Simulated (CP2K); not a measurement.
Consider formylketene at its PBE geometry (Å).

```xyz
7

O     2.1225   -0.4168   -1.2469
C     1.2923   -0.0547   -0.5121
C     0.3104    0.3291    0.3039
C    -1.0628   -0.1724    0.1481
O    -1.4524   -0.9678   -0.6995
H     0.5495    1.0315    1.0997
H    -1.7596    0.2512    0.9067
```

Method: CP2K XAS_TDP, all-electron GAPW, PBEh(45%), aug-cc-pVDZ, TDA, GW2X-corrected core level, no relativity.

Q: Predict the bright core excitations at the O K edge.

Leading lines: O1 533.19 eV and O5 531.12 eV. The leading line of an atom is its first one with 35 % of the strongest within 2.5 eV of its lowest line over the strength cut. Core ionisation energies at this level: O1 540.81 and O5 537.81 eV.

The first six lines of each atom with a strength over 0.0015:

```tsv
atom	energy (eV)	states	strength, one atom	above the computed threshold
O1 (bonded to C)	533.19	1	0.0421	
	535.57	1	0.0263	
	538.47	1	0.0022	
	540.46	1	0.0017	
	540.69	1	0.0038	
	540.70	1	0.0109	
O5 (bonded to C)	531.12	1	0.0403	
	537.59	1	0.0019	
	537.72	1	0.0023	
	537.94	1	0.0038	yes
	538.66	1	0.0019	yes
	538.97	1	0.0033	yes
```

Lines are vertical, at one geometry, with no vibrational structure. GW2X ionisation energies and lines can be off by 1 to 2 eV either way, and a good line position may hide errors that cancel. These values hold no scalar relativity, about 0.4 eV for O 1s. Rydberg lines, and the discretised continuum above threshold, depend on the basis and the box.

[Banner, clock and machine lines of the logs are left out without a mark of their own.]

[Logs are printed without paths, hosts, clocks, repeated set-up lines and the standing remarks that a program may print on its own settings, such as how far it seeks lower states.]

[Hosts, paths, dates, database ids (printed as entryN), source tags and the programs' standing remarks are cut or masked in the printed files.]
